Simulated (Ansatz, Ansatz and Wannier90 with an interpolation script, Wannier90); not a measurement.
# From a coarse GW mesh to bands everywhere: SiO2 (Stishovite), part 3 of 3

Aim: the G0W0 bands of SiO2 (Stishovite) along the symmetry lines, with the gap off the mesh.

Ansatz 0.2.0; LDA, Wannier functions and G0W0, plane waves, PAW. Known limits of the many-body steps: not at the basis limit; coarse k mesh.

So far. Step 2 (LDA bands): The gap is direct, at Γ. Step 4 (Wannier functions by Wannier90 (O:2p Si:3s Si:3p) on …): Near the gap the model misses directly solved bands by 2.3 meV r.m.s. and by 39 meV at most in the window tested. This tests the starting bands, not the corrections carried with them.

## 5. G0W0 at every point of the mesh: 4×4×6 mesh, 194 empty bands, screening to 150 eV

Now the one-shot GW correction: screening in the RPA, then the self-energy of the levels asked for.

This step: G0W0 on LDA, plane waves, PAW.

File input.yaml:

```yaml
crystal:
  lattice:
    - [4.1773, 0.0, 0.0]
    - [0.0, 4.1773, 0.0]
    - [0.0, 0.0, 2.6652]
  atoms:
    - { symbol: Si, position: [0.0, 0.0, 0.0] }
    - { symbol: Si, position: [0.5, 0.5, 0.5] }
    - { symbol: O, position: [0.3059, 0.3059, 0.0] }
    - { symbol: O, position: [0.1941, 0.8059, 0.5] }
    - { symbol: O, position: [0.6941, 0.6941, 0.0] }
    - { symbol: O, position: [0.8059, 0.1941, 0.5] }
kpoints:
  mp_grid: { grid: [4, 4, 6] }
hamiltonian:
  xc: lda
scf:
  occupations: { method: fixed }
gw:
  n_empty_bands: 194
  ecut_chi: 150.0
  qp_bands: [v12, c4]
  screening: { model: contour_deformation }
```

Run with:

```console
> ansatz run input.yaml --threads 8 --pin off --max-ram 18432MiB --backend cpu --events-out ev --progress --plain --runs-dir out
```

Numbers of over 12 decimals in the logs are rounded to 6 here.

Log:

```text
[...]
Crystal: 6 atoms, lattice volume = 46.507 Å³
Basis set: ecut = 420 eV, 913 PW (Γ)
Bands: 22, of which v1, the nominal top of the filled ones, is band 16 counted from 1 (15 counted from 0)
Symmetry: 16 space group operations
[...]
k-points: 24 of 96
[...]
SCF iter   1: F=—  HF=-3445.444014 eV  |F-HF|=—  |Δ(HF+E_count)|=         —  Δρ=1.50e-2  dr2=8.28e-2  ethr=1.77e-3  ⟨swp⟩=4.4  Hψ=2415  notcnv=0  defer=95
[...]
SCF iter   6: F=-3445.417450 eV  HF=-3445.417450 eV  |F-HF|=1.36e-9  |Δ(HF+E_count)|=   9.55e-9  Δρ=3.27e-6  dr2=2.34e-9  ethr=1.75e-10  ⟨swp⟩=6.9  Hψ=2309  notcnv=0
SCF 1 converged in 6 iterations: F = -3445.417450 eV  dr2 = 2.34e-9
[...]
G₀W₀ screening: q 1/24
[... further progress lines ...]
SCF converged after 6 iterations
Free energy (F): -3445.417450 eV
[...]
Internal energy: -3445.417450 eV  (E = F + TS)
E sigma→0 (E₀):  -3445.417450 eV
Fermi energy:    10.309879 eV
[...]
--- Band table (eV; the first three rows and the last of 24) ---
  k-point 0: bands = [... 12 lower, 7.7694, 9.4101, 9.4101, 10.3099, 15.9248, 16.7815, 18.6665, 18.6665, ... 2 higher]
  k-point 1: bands = [... 12 lower, 6.6609, 9.1303, 9.1303, 9.9593, 17.0290, 18.5937, 20.1360, 20.1360, ... 2 higher]
  k-point 2: bands = [... 12 lower, 5.4806, 8.2999, 8.2999, 8.8405, 18.1334, 20.4741, 20.8858, 22.4511, ... 2 higher]
  k-point 23: bands = [... 12 lower, 8.5164, 8.5164, 8.7355, 8.7355, 17.3631, 17.3631, 21.0830, 21.0830, ... 2 higher]
--- G₀W₀: contour deformation, 6 samples at zero and on the imaginary axis and 3 off it, 96 q-points, 194 empty bands' worth ---
  eigenvalues of the whole cell's RPA ε∞ on this k-mesh (on a slab, of 1 + 4πα/V) = 3.2849, 3.2849, 3.4524; static W/v taken at q = 0 is 0.299134
    ik  band        ε_KS         Σx   Σc(E_QP)       V_xc       Z   E_QP_lin       E_QP  E_QP is
     0     5     -0.6152   -26.2374     5.8591   -18.6470  0.7665    -2.3622    -2.3466  root
     0     6      3.7955   -25.4333     4.8833   -18.9459  0.7967     2.1676     2.1913  root
     0     7      3.7955   -25.4333     4.8833   -18.9459  0.7967     2.1676     2.1913  root
     0     8      3.9124   -23.9318     5.4184   -16.7968  0.7842     2.1623     2.1958  root
     0     9      4.8599   -26.0015     4.5257   -19.9776  0.8068     3.3454     3.3617  root
     0    10      5.1452   -25.8500     4.3561   -20.1189  0.8099     3.7572     3.7703  root
     0    11      7.1414   -26.6034     4.1796   -21.1609  0.8138     5.8691     5.8785  root
     0    12      7.1414   -26.6034     4.1796   -21.1609  0.8138     5.8691     5.8785  root
     0    13      7.7694   -27.0286     4.0212   -21.8053  0.8167     6.5593     6.5673  root
     0    14      9.4101   -27.7168     4.3979   -22.1720  0.8127     8.2558     8.2633  root
     0    15      9.4101   -27.7168     4.3979   -22.1720  0.8127     8.2558     8.2633  root
     0    16     10.3099   -28.1738     4.6630   -22.3535  0.8102     9.1447     9.1525  root
     0    17     15.9248   -13.9238    -4.4845   -20.1440  0.8434    17.6733    17.6605  root
     0    18     16.7815    -7.7509    -4.6820   -14.1143  0.8610    18.4752    18.4630  root
[...]
23    16      8.7355   -27.3360     4.8712   -21.1259  0.8061     7.3849     7.3967  root
    23    17     17.3631   -11.8353    -4.7188   -18.4955  0.8466    19.3216    19.3045  root
    23    18     17.3631   -11.8353    -4.7188   -18.4955  0.8466    19.3216    19.3045  root
    23    19     21.0830    -8.5005    -5.0050   -15.2548  0.8490    22.8485    22.8323  root
    23    20     21.0830    -8.5005    -5.0050   -15.2548  0.8490    22.8485    22.8323  root
```

Elapsed: 82 s, on 8 threads of Arm Neoverse V2, shared host; peak memory 0.81 GiB; 10 min of CPU time.

Numbers from this step:

```
bands summed                                 : 210
RPA ε∞ on this mesh (eigenvalues)            : 3.285, 3.285, 3.452
plane waves in the screening matrix          : 189
q-points in the mesh                         : 96
G0W0 gap on the mesh                         : 8.508 eV
k of the valence top                         : 0, 0, 0
k of the conduction bottom                   : 0, 0, 0
starting gap on the mesh                     : 5.615 eV
Z at the valence top                         : 0.8102
Z at the conduction bottom                   : 0.8434
least direct G0W0 gap on the computed points : 8.508 eV
```

The gap on the mesh goes from 5.61 eV to 8.51 eV, a correction of +2.89 eV. Between the two edge states, bare exchange in place of the xc potential would open the gap by 12.04 eV, and correlation takes back 9.15 eV.

## 6. Interpolating the corrections

A script adds the corrections, carried to the Wannier functions and back, to the LDA levels, along the path and on a 13×13×18 mesh.

```
G0W0 gap over the zone     : 8.508 eV
valence top at             : Γ
conduction bottom at       : Γ
starting gap over the zone : 5.615 eV
least direct G0W0 gap      : 8.508 eV
G0W0 gap on the mesh       : 8.508 eV
valence width, start       : 10.93 eV
valence width, G0W0        : 11.50 eV
gap by a rigid shift       : 8.508 eV
```

Levels solved directly plus the interpolated quasiparticle correction. Limits: finite bands, cutoff and mesh; coarse k mesh. The quasiparticle bands at the labelled points (eV, zero at the valence-band top of each set):

```
    point  band 13  band 14  band 15  band 16  band 17
        Γ    -2.59    -0.89    -0.89     0.00     8.51
  halfway    -2.54    -2.24    -1.02    -0.51     9.46
        X    -2.78    -2.78    -1.16    -1.16    10.72
  halfway    -3.05    -3.05    -1.63    -1.63    10.47
        M    -2.92    -2.92    -2.58    -2.58    10.37
  halfway    -2.74    -2.65    -1.58    -0.89     9.68
        Γ    -2.59    -0.89    -0.89     0.00     8.51
  halfway    -4.63    -1.62    -1.62    -0.93    10.56
        Z    -3.51    -3.51    -3.00    -3.00    12.27
  halfway    -3.13    -3.13    -2.54    -2.54    12.15
        R    -2.44    -2.44    -1.99    -1.99    11.83
  halfway    -2.49    -2.49    -1.84    -1.84    10.69
        A    -1.94    -1.94    -1.76    -1.76    10.15
  halfway    -2.87    -2.73    -2.66    -2.08    11.08
        Z    -3.51    -3.51    -3.00    -3.00    12.27
jump to X    -2.78    -2.78    -1.16    -1.16    10.72
  halfway    -3.11    -3.11    -1.60    -1.60    12.29
        R    -2.44    -2.44    -1.99    -1.99    11.83
jump to M    -2.92    -2.92    -2.58    -2.58    10.37
  halfway    -2.19    -2.19    -1.84    -1.84    11.27
        A    -1.94    -1.94    -1.76    -1.76    10.15
```

The same for LDA:

```
point  band 13  band 14  band 15  band 16  band 17
    Γ    -2.54    -0.90    -0.90     0.00     5.61
    X    -2.72    -2.72    -1.08    -1.08     7.63
    M    -2.72    -2.72    -2.32    -2.32     7.29
    Γ    -2.54    -0.90    -0.90     0.00     5.61
    Z    -3.16    -3.16    -2.72    -2.72     8.91
    R    -2.32    -2.32    -1.80    -1.80     8.60
    A    -1.79    -1.79    -1.57    -1.57     7.05
    Z    -3.16    -3.16    -2.72    -2.72     8.91
    X    -2.72    -2.72    -1.08    -1.08     7.63
    R    -2.32    -2.32    -1.80    -1.80     8.60
    M    -2.72    -2.72    -2.32    -2.32     7.29
    A    -1.79    -1.79    -1.57    -1.57     7.05
```

Minima of the lowest conduction band, from levels solved directly at the displaced points, plus the interpolated correction; masses are left empty at degenerate points, on flat bands and where the interpolated correction rules the curvature; G0W0 masses are rough. Conduction valleys, by row:

```
point  k (reciprocal lattice)  valleys in the zone  G0W0 level above the valence top (eV)  LDA level above the valence top (eV)  G0W0 principal masses (m_e)  LDA principal masses (m_e)
    Γ       0.000 0.000 0.000                    1                                  8.508                                 5.615            0.327 0.467 0.467           0.395 0.505 0.505
```

Second differences of levels solved directly at the displaced points, plus the interpolated correction, at the quasiparticle band edges; no spin-orbit coupling; left empty where the band is flat or the interpolated correction rules the curvature. Effective masses, by row:

```
 carrier  point  Cartesian direction  band  LDA mass (m_e)  G0W0 mass (m_e)
    hole      Γ                  100    16           1.066            0.966
    hole      Γ                  010    16           1.066            0.966
    hole      Γ                  001    16           1.742            1.507
    hole      Γ                  110    16           1.068            0.968
    hole      Γ                  111    16           1.226            1.099
electron      Γ                  100    17           0.505            0.467
electron      Γ                  010    17           0.505            0.467
electron      Γ                  001    17           0.394            0.326
electron      Γ                  110    17           0.505            0.467
electron      Γ                  111    17           0.461            0.408
```

The density of states has structure finer than the step of the table below, so its rows give means over 0.5 eV, whole bins alone (the curve runs from -12 to 12.5 eV). Peaks (eV: height): G0W0 -10.50: 1.63, -8.50: 2.32, -6.50: 2.67, -3.80: 3.89, -1.80: 3.70, 11.30: 2.47; LDA -8.00: 2.35, -6.10: 2.80, -3.60: 4.24, -1.70: 4.00, 7.90: 2.38, 11.50: 2.54.

Wannier model on a dense mesh, Gaussian width 0.15 eV. Limits: finite bands, cutoff and mesh; coarse k mesh. Table of density of states by energy, zero at the valence-band top of each set; means over each step; values in states/eV/cell:

```
energy (eV)    G0W0      LDA
      -11.5   0.223   4.1e-5
      -11.0    1.03    0.149
      -10.5    1.53    0.966
      -10.0    1.47     1.56
       -9.5    1.32     1.51
       -9.0    1.20     1.39
       -8.5    2.05     1.24
       -8.0    1.71     2.07
       -7.5    1.82     1.78
       -7.0    2.45     1.95
       -6.5    2.54     2.61
       -6.0    2.28     2.67
       -5.5    2.18     2.47
       -5.0    2.39     2.39
       -4.5    2.80     2.83
       -4.0    3.39     3.28
       -3.5    3.50     3.99
       -3.0    2.36     2.48
       -2.5    3.25     2.98
       -2.0    3.42     3.49
       -1.5    3.03     3.65
       -1.0    1.52     1.90
       -0.5   0.449    0.547
        0.0  0.0829   0.0992
        0.5  1.3e-4   1.6e-4
        1.0       0        0
        1.5       0        0
        2.0       0        0
        2.5       0        0
        3.0       0        0
        3.5       0        0
        4.0       0        0
        4.5       0        0
        5.0       0        0
        5.5       0  0.00992
        6.0       0   0.0834
        6.5       0    0.233
        7.0       0    0.667
        7.5       0     1.71
        8.0  3.1e-5     2.30
        8.5  0.0166     1.85
        9.0  0.0830     1.50
        9.5   0.223     1.30
       10.0   0.508     1.39
       10.5    1.32     1.67
       11.0    1.99     1.53
       11.5    2.16     2.27
       12.0    1.77     1.83
```

Corrections by starting level (eV, on the run's own energy scale, so only their differences matter):

```
 start  correction
-10.93       −1.73
 -9.41       −1.67
 -7.89       −1.64
 -6.51       −1.60
 -6.03       −1.51
 -4.97       −1.46
 -4.52       −1.38
 -3.71       −1.32
 -2.85       −1.43
 -2.32       −1.28
 -1.77       −1.36
 -1.18       −1.19
 -0.82       −1.23
  5.62       +1.74
  7.40       +1.91
  8.67       +2.00
  9.96       +1.89
 11.16       +2.04
```

## 7. HSE06 bands, for comparison

This step: DFT, HSE06, plane waves, PAW.

input.yaml, as its differences from that of step 5:

```diff
@@ -14,10 +14,14 @@
   mp_grid: { grid: [4, 4, 6] }
+  band_path:
+    path:
+      - [[0.0, 0.0, 0.0], [0.0, 0.5, 0.0], [0.5, 0.5, 0.0], [0.0, 0.0, 0.0], [0.0, 0.0, 0.5], [0.0, 0.5, 0.5], [0.5, 0.5, 0.5], [0.0, 0.0, 0.5]]
+      - [[0.0, 0.5, 0.0], [0.0, 0.5, 0.5]]
+      - [[0.5, 0.5, 0.0], [0.5, 0.5, 0.5]]
+    npoints: 10
 hamiltonian:
-  xc: lda
+  xc: hse06
 scf:
   occupations: { method: fixed }
-gw:
-  n_empty_bands: 194
-  ecut_chi: 150.0
-  qp_bands: [v12, c4]
-  screening: { model: contour_deformation }
+  n_extra_bands: 6
+output:
+  eigenvalues: true
```

Log:

```text
[...]
davidson cushion auto → on  (no smearing: the cushion is to keep the highest requested band from converging to the state above it; pin scf.eigensolver.cushion to override)
Crystal: 6 atoms, lattice volume = 46.507 Å³
Basis set: ecut = 420 eV, 913 PW (Γ)
Bands: 22, of which v1, the nominal top of the filled ones, is band 16 counted from 1 (15 counted from 0)
Symmetry: 16 space group operations
[...]
k-points: 24 of 96
[...]
SCF iter   1: F=—  HF=-3546.969785 eV  |F-HF|=—  |Δ(HF+E_count)|=         —  Δρ=3.39e-3  dr2=1.99e-3  ethr=1.77e-3  ⟨swp⟩=2.0  Hψ=3946  notcnv=0
[...]
SCF iter   2: F=-3546.969936 eV  HF=-3546.969854 eV  |F-HF|=8.25e-5  |Δ(HF+E_count)|=   6.92e-5  Δρ=1.48e-3  dr2=2.76e-4  ethr=6.22e-6  ⟨swp⟩=4.1  Hψ=1561  notcnv=0  defer=5
SCF 1 stopped early in 2 iterations: F = -3546.969936 eV  dr2 = 2.76e-4
[...]
Exchange kernel: α = 0.2500, screened, ω = 0.2079 Å⁻¹, Wigner–Seitz truncation, v(0) = 1037.1077 eV·Å³, q-mesh 4×4×6, nearest image of the exchange supercell L = 15.99 Å, pair-density grid 30×30×18, without the augmentation charges, whose exchange is taken in its separable form by FFT convolution over the k-point mesh (the finest that the files' search goes to), smooth part of the exact exchange by density-matrix convolution
Frozen-core exchange: fock
SCF iter   1: F=—  HF=-3547.836168 eV  |F-HF|=—  |Δ(HF+E_count)|=         —  Δρ=9.16e-3  dr2=2.17e-2  ethr=8.61e-6  ⟨swp⟩=6.9  Hψ=2573  notcnv=0
[...]
SCF iter   5: F=-3547.836068 eV  HF=-3547.836069 eV  |F-HF|=7.69e-7  |Δ(HF+E_count)|=   5.79e-5  Δρ=1.36e-4  dr2=4.86e-6  ethr=2.26e-7  ⟨swp⟩=3.8  Hψ=1469  notcnv=0
SCF 2 stopped early in 5 iterations: F = -3547.836068 eV  dr2 = 4.86e-6
[...]
hybrid outer 1: dexx = +1.089e-2 eV, tail = 2.33e-5 eV
[...]
Frozen-core exchange: fock
SCF iter   1: F=—  HF=-3547.836090 eV  |F-HF|=—  |Δ(HF+E_count)|=         —  Δρ=9.42e-5  dr2=3.05e-6  ethr=3.64e-7  ⟨swp⟩=3.1  Hψ=1265  notcnv=0
[...]
SCF iter   3: F=-3547.836089 eV  HF=-3547.836089 eV  |F-HF|=9.84e-9  |Δ(HF+E_count)|=   5.19e-8  Δρ=7.46e-6  dr2=3.02e-8  ethr=6.09e-10  ⟨swp⟩=3.0  Hψ=1464  notcnv=0
SCF 3 converged in 3 iterations: F = -3547.836089 eV  dr2 = 3.02e-8
hybrid outer 2: dexx = +1.667e-7 eV, tail = 6.64e-8 eV, Δε = 2.75e-3 eV (about 2.09e-4 eV left of the loop's levels)
the search or the solves at the SCF's close seem to have found levels that the self-consistency loop had missed (the run counts 1). By its estimate they hold under 1e-12 electrons; where the run keeps them, the occupations were computed again with them
[...]
hybrid SCF converged: 2 outer / 8 inner (+2 warm-up), last move |dexx| = 1.67e-7 eV, tail = 6.64e-8 eV
Stability not checked: this state was not tested for a lower state beside it, because the functional holds exact exchange (a hybrid, or Hartree-Fock), whose exchange loop this test does not read (fock_operator; see scf.lower_state_search)
Free energy (F): -3547.836089 eV
Frozen-core exchange: fock
[...]
Internal energy: -3547.836089 eV  (E = F + TS)
E sigma→0 (E₀):  -3547.836089 eV
Fermi energy:    9.231276 eV
[...]
--- Band table (eV; the first three rows and the last of 24) ---
  k-point 0: bands = [... 12 lower, 6.8207, 8.3999, 8.3999, 9.2313, 16.9798, 17.9808, 19.8742, 19.8742, ... 2 higher]
  k-point 1: bands = [... 12 lower, 5.6366, 8.0982, 8.0982, 8.8652, 18.1917, 19.9181, 21.4573, 21.4573, ... 2 higher]
  k-point 2: bands = [... 12 lower, 4.2345, 7.1945, 7.1945, 7.7123, 19.4696, 22.0742, 22.2375, 23.9965, ... 2 higher]
  k-point 23: bands = [... 12 lower, 7.4241, 7.4241, 7.5585, 7.5585, 18.5911, 18.5911, 22.4503, 22.4503, ... 2 higher]
```

The job ended after 76 s (8 threads; peak memory 1 GiB).

Numbers from this step:

* filled bands: 16
* gap: 7.749 eV
* valence top at: Γ
* conduction bottom at: Γ
* least direct gap: 7.749 eV

The gap stands +2.13 eV against LDA.

Electronic bands along the path, in eV, zero at the top of the highest nominally filled band:

```
    point  band 13  band 14  band 15  band 16  band 17  band 18  band 19  band 20
        Γ    -2.41    -0.83    -0.83     0.00     7.75     8.75    10.64    10.64
  halfway    -2.37    -2.11    -0.95    -0.47     8.66     9.31    10.83    10.84
        X    -2.60    -2.60    -1.09    -1.09     9.96     9.96    11.25    11.25
  halfway    -2.86    -2.86    -1.53    -1.53     9.74     9.74    11.77    11.77
        M    -2.72    -2.72    -2.44    -2.44     9.64     9.64    12.32    12.32
  halfway    -2.59    -2.48    -1.48    -0.82     8.94     9.83    10.82    11.66
        Γ    -2.41    -0.83    -0.83     0.00     7.75     8.75    10.64    10.64
  halfway    -4.42    -1.52    -1.52    -0.84     9.74    12.23    12.32    13.62
        Z    -3.26    -3.26    -2.85    -2.85    11.44    11.44    15.00    15.00
  halfway    -2.92    -2.92    -2.38    -2.38    11.30    11.30    13.13    13.13
        R    -2.28    -2.28    -1.86    -1.86    11.03    11.03    12.11    12.11
  halfway    -2.33    -2.33    -1.72    -1.72     9.91     9.91    12.93    12.93
        A    -1.81    -1.81    -1.67    -1.67     9.36     9.36    13.22    13.22
  halfway    -2.69    -2.56    -2.48    -1.95    10.24    10.75    13.00    13.89
        Z    -3.26    -3.26    -2.85    -2.85    11.44    11.44    15.00    15.00
jump to X    -2.60    -2.60    -1.09    -1.09     9.96     9.96    11.25    11.25
  halfway    -2.89    -2.89    -1.51    -1.51    11.44    11.44    12.81    12.81
        R    -2.28    -2.28    -1.86    -1.86    11.03    11.03    12.11    12.11
jump to M    -2.72    -2.72    -2.44    -2.44     9.64     9.64    12.32    12.32
  halfway    -2.07    -2.07    -1.71    -1.71    10.42    10.42    13.75    13.75
        A    -1.81    -1.81    -1.67    -1.67     9.36     9.36    13.22    13.22
```

## 8. Summary of results

| Item | Value |
| --- | --- |
| LDA gap | 5.62 eV |
| G0W0 gap over the zone | 8.51 eV, direct |
| least direct G0W0 gap, in the model | 8.51 eV |
| GW settings | 4×4×6 mesh, 194 empty bands, screening to 150 eV |
| known limits | not at the basis limit; coarse k mesh |

The Wannier model follows the LDA bands to 2 meV r.m.s. near the gap. The G0W0 gap over the zone is 8.51 eV, direct, from Γ to Γ; on the mesh alone it is 8.51 eV, nearly the same. The valence width in the model goes from 10.93 eV to 11.50 eV. At the band edge the lightest electron mass is 0.39 m_e at the start and 0.33 m_e in G0W0; the G0W0 masses rest on corrections from the 4×4×6 mesh alone and are rough. HSE06 gives a gap of 7.75 eV on the same path. Bands and cutoff are finite, so the gap is not at the basis limit. The miss can reach some tenths of an eV and take either sign; the mesh is an error of its own. Above the frozen window of the model the interpolated levels need not meet the computed ones, even at points of the mesh. The 4×4×6 mesh is coarse for this cell (its supercell is 16 Å along the shortest edge). The RPA ε∞ on it, from the LDA start, is 3.28 and 3.45; such meshes misread the long-range screening, most where the gap is narrow.

[Paths, hosts, dates, memory and timing lines, banners, echoed tables and standing remarks are left out of the program output.]

[Logs are printed without paths, hosts, clocks, repeated set-up lines and the standing remarks that a program may print on its own settings, such as how far it seeks lower states.]

[Runs of the session that timed out or met a known fault of the program may be left out.]

[Hosts, paths, dates, database ids (printed as entryN), source tags and the programs' standing remarks are cut or masked in the printed files.]
